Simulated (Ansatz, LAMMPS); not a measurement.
# Electronic structure of Li+ BF4- in gamma-butyrolactone and acetonitrile and diethyl carbonate at 540 K (102 atoms), part 2 of 2

Wanted: forces, charges and levels of Li+ BF4- in gamma-butyrolactone and acetonitrile and diethyl carbonate at 540 K (102 atoms).

Ansatz 0.2.0; Kohn-Sham DFT, r2SCAN+D3(BJ), PAW (set soft_2), plane waves.

The cell: 30 C, 12 O, 50 H, 4 N, 1 B, 4 F and 1 Li. The network of contacts between molecules at the start is that of the classical potential that made the cell. The density was typed from a rule of thumb and may lie off the real one at this temperature. The Brillouin zone is sampled at Γ only, in a cell whose shortest periodic width is 11 Å.

So far. Step 3 (Plane-wave single point): Between -26 and -10 eV lie 74 more states.

### 3. Plane-wave single point (continued)

The levels nearest the highest filled one (over half full), pooled over k-points and spins:

| level less the highest filled one (eV) | occupation |
| --- | --- |
| -0.758 | 2 |
| -0.729 | 2 |
| -0.690 | 2 |
| -0.431 | 2 |
| -0.319 | 2 |
| 0 | 2 |
| 4.61 | 0 |
| 5.32 | 0 |
| 5.49 | 0 |
| 5.62 | 0 |
| 5.96 | 0 |
| 6.07 | 0 |

Valence density in the ab plane at fractional z = 0.177, with atoms of C and H and O and N and B and F within 0.2 Å of it. It is the smooth field of the valence electrons, not physical close to the nuclei.

Ten steps, logarithmic in the rise over the least value, from '_' (0.00 × 1e0 e/Å³) to '@' (8.86 × 1e0 e/Å³), each cell a mean:
```
::..______..--++++----==++****==::________________..--====----
__________--**@@@@**======++==::..__________________..........
________..--##@@@@##++======--..______..::::..________________
__________::==****==--==++**++--......--==--::..______________
____________..::::..::==**%%##==::..::==++++==::..____________
......______________..--++##**--....::==****++==::....______..
::::::..........______..::--::......--++****++==--::::..____..
::----::--====::..______________..--**####++==--::::::..__....
--======++**++--..______________::++%%@@%%++--........____..::
--====++******==::______________::==##%%##==::________..::----
----==++****++--::______________..::==++==--..________..--====
==--==++++++==::..________________....::::::..________..--==++
==++****++==--..______________________........________..::--==
******++==--::..________________________________________..--==
**++++==----::..________________________________________::==**
++==::........__________________________________________::==**
::....__________________________________________________..::--
______________________________________________________________
______________________________________________________________
______________________________________________________________
..________________________________________________....::::::..
::..____________________........________________..::==****++==
--::..________________..--====--..______________..--**######++
--::..________........--++####++::______________..--++####**++
```
Columns run along a (11.1 Å), rows up along b (11.1 Å). Atoms in or near the plane, at fractional coordinates: C at (0.16, 0.58), H at (0.97, 0.35), C at (0.67, 0.74), O at (0.62, 0.63), N at (0.90, 0.04), B at (0.38, 0.91), F at (0.25, 0.90).

Electrostatic potential energy in the ab plane at fractional z = 0.177, with atoms of C and H and O and N and B and F within 0.2 Å of it. With pseudopotentials it is smooth inside the atoms' cores, unlike the true potential.

Ten even steps from '_' (-43 eV) to '@' (6 eV), each cell a mean:
```
@@@@@@@@@@@@@@%%%%%%##++++==++%%@@@@@@@@@@@@@@@@@@@@@@%%%%@@@@
@@@@@@@@@@@@++....====____--##@@@@@@@@@@@@@@@@@@@@@@@@@@@@@@@@
@@@@@@@@@@@@==____----____--##@@@@@@@@@@@@@@@@@@@@@@@@@@@@@@@@
@@@@@@@@@@@@%%****%%##++====##@@@@@@@@@@@@@@@@@@@@@@@@@@@@@@@@
@@@@@@@@@@@@@@@@@@@@@@%%==..--@@@@@@@@%%****##%%@@@@@@@@@@@@@@
@@@@@@@@@@@@@@@@@@@@@@@@##++**@@@@@@%%==____--##%%@@@@@@@@@@@@
@@@@@@@@@@@@@@@@@@@@@@@@@@@@@@@@@@@@%%==____::##%%%%%%@@@@@@@@
%%%%%%%%%%%%%%@@@@@@@@@@@@@@@@@@@@@@**--::==**%%%%%%%%@@@@@@@@
##**####++--**%%@@@@@@@@@@@@@@@@@@##..____**%%@@@@@@@@@@@@@@%%
######==____..##@@@@@@@@@@@@@@@@@@%%--__::%%@@@@@@@@@@@@@@@@%%
%%%%%%++..__--%%@@@@@@@@@@@@@@@@@@@@%%####%%@@@@@@@@@@@@@@%%%%
%%%%##**++**%%@@@@@@@@@@@@@@@@@@@@@@@@%%%%@@@@@@@@@@@@@@@@%%##
++++++--==##%%@@@@@@@@@@@@@@@@@@@@@@@@@@@@@@@@@@@@@@@@@@@@%%##
____--****%%%%@@@@@@@@@@@@@@@@@@@@@@@@@@@@@@@@@@@@@@@@@@@@%%**
::::++%%%%%%%%@@@@@@@@@@@@@@@@@@@@@@@@@@@@@@@@@@@@@@@@@@@@##==
**##%%@@@@@@@@@@@@@@@@@@@@@@@@@@@@@@@@@@@@@@@@@@@@@@@@@@%%++..
%%@@@@@@@@@@@@@@@@@@@@@@@@@@@@@@@@@@@@@@@@@@@@@@@@@@@@@@@@%%%%
@@@@@@@@@@@@@@@@@@@@@@@@@@@@@@@@@@@@@@@@@@@@@@@@@@@@@@@@@@@@@@
@@@@@@@@@@@@@@@@@@@@@@@@@@@@@@@@@@@@@@@@@@@@@@@@@@@@@@@@@@@@@@
@@@@@@@@@@@@@@@@@@@@@@@@@@@@@@@@@@@@@@@@@@@@@@@@@@@@@@@@@@@@@@
@@@@@@@@@@@@@@@@@@@@@@@@@@@@@@@@@@@@@@@@@@@@@@@@@@@@@@@@@@@@@@
@@@@@@@@@@@@@@@@@@@@@@@@@@@@@@@@@@@@@@@@@@@@@@@@@@@@%%====##%%
%%@@@@@@@@@@@@@@@@@@@@@@@@%%%%@@@@@@@@@@@@@@@@@@@@@@--____::##
%%@@@@@@@@@@@@@@@@@@@@@@##--==%%@@@@@@@@@@@@@@@@@@@@++..__==%%
```
Columns run along a (11.1 Å; values clipped at the 3rd and 97th percentile), rows up along b (11.1 Å). Atoms in or near the plane, at fractional coordinates: C at (0.16, 0.58), H at (0.97, 0.35), C at (0.67, 0.74), O at (0.62, 0.63), N at (0.90, 0.04), B at (0.38, 0.91), F at (0.25, 0.90).

Mean Löwdin charges: B +0.97, C -0.05, F -0.42, H +0.22, Li +0.82, N -0.23 e (they miss 1.4 % of the electrons, so they add up to more than the cell's charge).

### 4. Structure statistics

Bonds and neighbours are counted at the geometry of the runs.

Density 0.911 g/cm³, 13.45 Å³ an atom.

Pair distribution functions g(r), in bins of 0.2 Å:

| r (Å) | total | H-H | H-C | H-O | H-F | H-N | H-B |
| --- | --- | --- | --- | --- | --- | --- | --- |
| 0.90 | 0.11 | 0.00 | 0.38 | 0.00 | 0.00 | 0.00 | 0.00 |
| 1.10 | 4.67 | 0.00 | 15.10 | 0.00 | 0.00 | 0.00 | 0.00 |
| 1.30 | 0.81 | 0.00 | 0.00 | 0.00 | 0.00 | 0.00 | 0.00 |
| 1.50 | 1.42 | 0.53 | 0.00 | 0.00 | 0.00 | 0.00 | 0.00 |
| 1.70 | 0.84 | 3.37 | 0.00 | 0.00 | 0.00 | 0.00 | 0.00 |
| 1.90 | 0.68 | 1.64 | 0.39 | 0.94 | 0.00 | 0.00 | 0.00 |
| 2.10 | 1.34 | 0.10 | 3.55 | 1.70 | 0.64 | 0.00 | 0.00 |
| 2.30 | 1.16 | 0.83 | 0.99 | 0.87 | 0.00 | 0.48 | 0.00 |
| 2.50 | 0.73 | 1.28 | 0.28 | 1.30 | 0.00 | 0.00 | 0.00 |
| 2.70 | 0.88 | 1.08 | 0.44 | 2.28 | 0.71 | 1.90 | 0.00 |
| 2.90 | 0.77 | 1.09 | 0.56 | 1.21 | 0.97 | 1.25 | 0.00 |
| 3.10 | 0.83 | 0.88 | 0.91 | 1.24 | 0.56 | 2.76 | 0.00 |
| 3.30 | 0.81 | 0.63 | 0.89 | 1.17 | 0.24 | 2.27 | 1.05 |
| 3.50 | 0.75 | 0.46 | 0.86 | 1.03 | 0.23 | 1.11 | 0.91 |
| 3.70 | 0.92 | 0.86 | 0.77 | 1.60 | 1.18 | 0.77 | 1.55 |
| 3.90 | 1.04 | 1.12 | 1.03 | 1.25 | 0.36 | 1.25 | 0.00 |
| 4.10 | 0.94 | 0.67 | 0.99 | 1.03 | 1.14 | 0.67 | 1.95 |
| 4.30 | 0.99 | 1.03 | 0.90 | 1.17 | 1.20 | 0.90 | 0.61 |
| 4.50 | 0.92 | 1.01 | 0.93 | 0.81 | 0.40 | 1.49 | 0.52 |
| 4.70 | 1.11 | 1.03 | 1.19 | 1.03 | 1.73 | 1.60 | 0.48 |
| 4.90 | 1.04 | 1.09 | 1.22 | 0.98 | 0.46 | 0.57 | 1.79 |
| 5.10 | 1.02 | 1.10 | 1.01 | 0.59 | 1.04 | 0.95 | 0.85 |
| 5.30 | 1.12 | 1.08 | 1.01 | 1.16 | 0.98 | 1.06 | 1.18 |
| 5.50 | 1.08 | 1.20 | 1.06 | 0.93 | 1.53 | 0.72 | 1.07 |

Bonds by pair of elements; cutoffs follow the first minimum of g(r), held within bounds set by covalent radii, and pairs that aren't listed don't count as bonded:

| pair A-B | cutoff (Å) | bonds | mean length (Å) | spread (Å) | shortest (Å) | B about A | A about B |
| --- | --- | --- | --- | --- | --- | --- | --- |
| H-C | 1.34 | 50 | 1.09 | 0.043 | 0.973 | 1 | 1.67 |
| C-C | 1.85 | 17 | 1.49 | 0.034 | 1.44 | 1.13 | 1.13 |
| C-O | 1.73 | 19 | 1.36 | 0.097 | 1.21 | 0.633 | 1.58 |
| C-N | 1.62 | 4 | 1.17 | 0.019 | 1.14 | 0.133 | 1 |
| O-Li | 2.27 | 2 | 1.84 | 0.041 | 1.79 | 0.167 | 2 |
| F-B | 1.72 | 4 | 1.44 | 0.038 | 1.38 | 1 | 4 |
| F-Li | 2.23 | 1 | 1.81 | 0 | 1.81 | 0.25 | 1 |

How many atoms have how many bonded neighbours:

| element | mean | 1 | 2 | 3 | 4 |
| --- | --- | --- | --- | --- | --- |
| B | 4 | 0 | 0 | 0 | 1 |
| C | 3.57 | 0 | 4 | 5 | 21 |
| F | 1.25 | 3 | 1 | 0 | 0 |
| H | 1 | 50 | 0 | 0 | 0 |
| Li | 3 | 0 | 0 | 1 | 0 |
| N | 1 | 4 | 0 | 0 | 0 |
| O | 1.75 | 3 | 9 | 0 | 0 |

Bond angles (no mean is given where the spread exceeds 20°):

| angle | count | mean (°) | spread (°) |
| --- | --- | --- | --- |
| C-C-H | 62 | 111 | 6.2 |
| H-C-H | 37 | 108 | 6 |
| H-C-O | 14 | 109 | 6.4 |
| C-C-O | 13 | 112 | 7.5 |
| O-C-O | 9 | 122 | 9.6 |

Bond length by coordination (bonds to H left out):

| element | coordination | atoms | mean bond length (Å) |
| --- | --- | --- | --- |
| C | 2 | 4 | 1.32 |
| C | 3 | 5 | 1.34 |
| C | 4 | 21 | 1.49 |
| F | 1 | 3 | 1.43 |
| F | 2 | 1 | 1.63 |
| O | 1 | 3 | 1.23 |
| O | 2 | 9 | 1.43 |

Rings of the network by King's shortest-path rule, up to 12 atoms, one path for each pair of neighbours; H, halogens, alkali and alkaline-earth atoms are left out, and the last column divides by all other atoms, bonded or not:

| ring size (atoms) | rings | per network atom |
| --- | --- | --- |
| 5 | 3 | 0.064 |

For some of the pairs, g(r) has its first main peak near 1.8 Å (H-H) and 1.1 Å (H-C). Counting bonds as in the table, all B atoms have 4, 70 % of C atoms have 4, 75 % of F atoms have 1 and all H atoms have 1 bonded neighbour. The C-C-H angle averages 111° with a spread of 6°. All rings counted have 5 atoms.

The surroundings of C7, which bears the longest force, nearest first, numbered as they follow in the input and with coordinates relative to it.

| atom | x | y | z | distance (Å) | bonds | Löwdin charge (e) | Fx | Fy | Fz (eV/Å) |
| --- | --- | --- | --- | --- | --- | --- | --- | --- | --- |
| C7 | 0.00 | 0.00 | 0.00 | 0.00 | 4 | -0.08 | -4.67 | -2.71 | 2.30 |
| H15 | 0.41 | 0.85 | -0.25 | 0.97 | 1 | 0.22 | 3.64 | 4.14 | -1.70 |
| H14 | -0.19 | 0.12 | 1.04 | 1.06 | 1 | 0.21 | -0.40 | -0.07 | 0.93 |
| O6 | 0.73 | -1.18 | -0.03 | 1.39 | 2 | -0.24 | -0.25 | 1.14 | 1.59 |
| C8 | -1.33 | 0.03 | -0.73 | 1.52 | 4 | -0.45 | 1.35 | 2.02 | -1.29 |
| H17 | -1.96 | 0.78 | -0.23 | 2.13 | 1 | 0.20 | 0.04 | -0.37 | -0.22 |
| H16 | -1.12 | 0.39 | -1.78 | 2.14 | 1 | 0.16 | -0.47 | -0.26 | 0.93 |
| H18 | -1.81 | -0.88 | -0.84 | 2.18 | 1 | 0.22 | -1.04 | -1.78 | 0.22 |
| C4 | 1.37 | -1.35 | -1.12 | 2.23 | 3 | 0.75 | 0.03 | -1.83 | -3.78 |

The column of bonds counts only the pairs H-C within 1.34 Å, C-C within 1.85 Å, C-O within 1.73 Å, C-N within 1.62 Å, O-Li within 2.27 Å, F-B within 1.72 Å, F-Li within 2.23 Å; other neighbours, such as metal atoms beside each other in a compound, aren't counted, and periodic images can show an atom twice.

### 5. What came out

- free energy per atom: -199.1235 eV/atom
- pressure: -0.1933 GPa
- r.m.s. force component: 1.287 eV/Å
- gap (highest filled to lowest empty level): 4.609 eV
- wall time of the 1 DFT run: 39 s

What this shows: The highest filled and lowest empty levels differ by 4.61 eV (at Γ alone); a semilocal functional tends to put such gaps too low. In a disordered cell it changes from sample to sample and from frame to frame. Counting bonds as in the table, all B atoms have 4, 70 % of C atoms have 4, 75 % of F atoms have 1 and all H atoms have 1 bonded neighbour.

Caveats: The force components of 1.3 eV/Å r.m.s. come partly from thermal motion and partly from the difference between the classical potential and DFT, above all in bond lengths inside molecules. The pressure of a single frame lacks the kinetic term.

[Logs are printed without paths, hosts, clocks, repeated set-up lines and the standing remarks that a program may print on its own settings, such as how far it seeks lower states.]

[Hosts, paths, dates, database ids (printed as entryN), source tags and the programs' standing remarks are cut or masked in the printed files.]
